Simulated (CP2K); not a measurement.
Silylcyclopropane has these distinct C atoms: C2 (bonded to 2 C, Si and H) and C3 (bonded to 2 C and 2 H).

```xyz
12

Si    1.6680    0.1601   -0.0075
C    -0.0551   -0.2841   -0.5353
C    -1.0920   -0.6960    0.5049
C    -1.2215    0.6335   -0.1862
H     2.5345   -1.0486    0.1284
H     1.5929    0.8411    1.3205
H     2.3219    1.0871   -0.9787
H    -0.1454   -0.7934   -1.4979
H    -1.7898   -1.4874    0.2343
H    -0.7944   -0.6987    1.5537
H    -1.0113    1.5325    0.3938
H    -2.0079    0.7540   -0.9301
```

Their partial C K spectra (CP2K XAS_TDP, all-electron GAPW, PBEh(45%), aug-pc-1, TDA, GW2X-corrected core level, no relativity) are given in random order, each times the number of alike atoms.

Gaussian full width 0.5 eV, oscillator strength per eV, alike atoms added, rows of zeros left out:

```tsv
E (eV)	curve 1	curve 2
288.25	0.001	0.000
288.50	0.008	0.000
288.75	0.018	0.000
289.00	0.027	0.001
289.25	0.053	0.012
289.50	0.056	0.038
289.75	0.044	0.095
290.00	0.024	0.165
290.25	0.010	0.135
290.50	0.016	0.068
290.75	0.025	0.023
291.00	0.024	0.009
291.25	0.018	0.015
291.50	0.016	0.028
291.75	0.014	0.048
292.00	0.015	0.050
292.25	0.018	0.037
292.50	0.016	0.026
292.75	0.009	0.027
293.00	0.008	0.031
293.25	0.018	0.030
293.50	0.024	0.040
```

Question: Which curve belongs to which atom?

Curve 1: C2 (bonded to 2 C, Si and H), leading line at 288.75 eV (f = 0.008 an atom), ionisation energy 290.76 eV, term value 2.01 eV. Curve 2: C3 (bonded to 2 C and 2 H), leading line at 289.86 eV (f = 0.016 an atom), ionisation energy 291.47 eV, term value 1.61 eV. The leading line of an atom is its first one with 35 % of the strongest within 2.5 eV of its lowest line over the strength cut. A line lies at the core ionisation energy, which rises as an atom loses charge to its neighbours or to a π system, less the term value, which is large for a low π* or σ* orbital with weight on that atom.

[Banner, clock and machine lines of the logs are left out without a mark of their own.]

[Logs are printed without paths, hosts, clocks, repeated set-up lines and the standing remarks that a program may print on its own settings, such as how far it seeks lower states.]

[Hosts, paths, dates, database ids (printed as entryN), source tags and the programs' standing remarks are cut or masked in the printed files.]
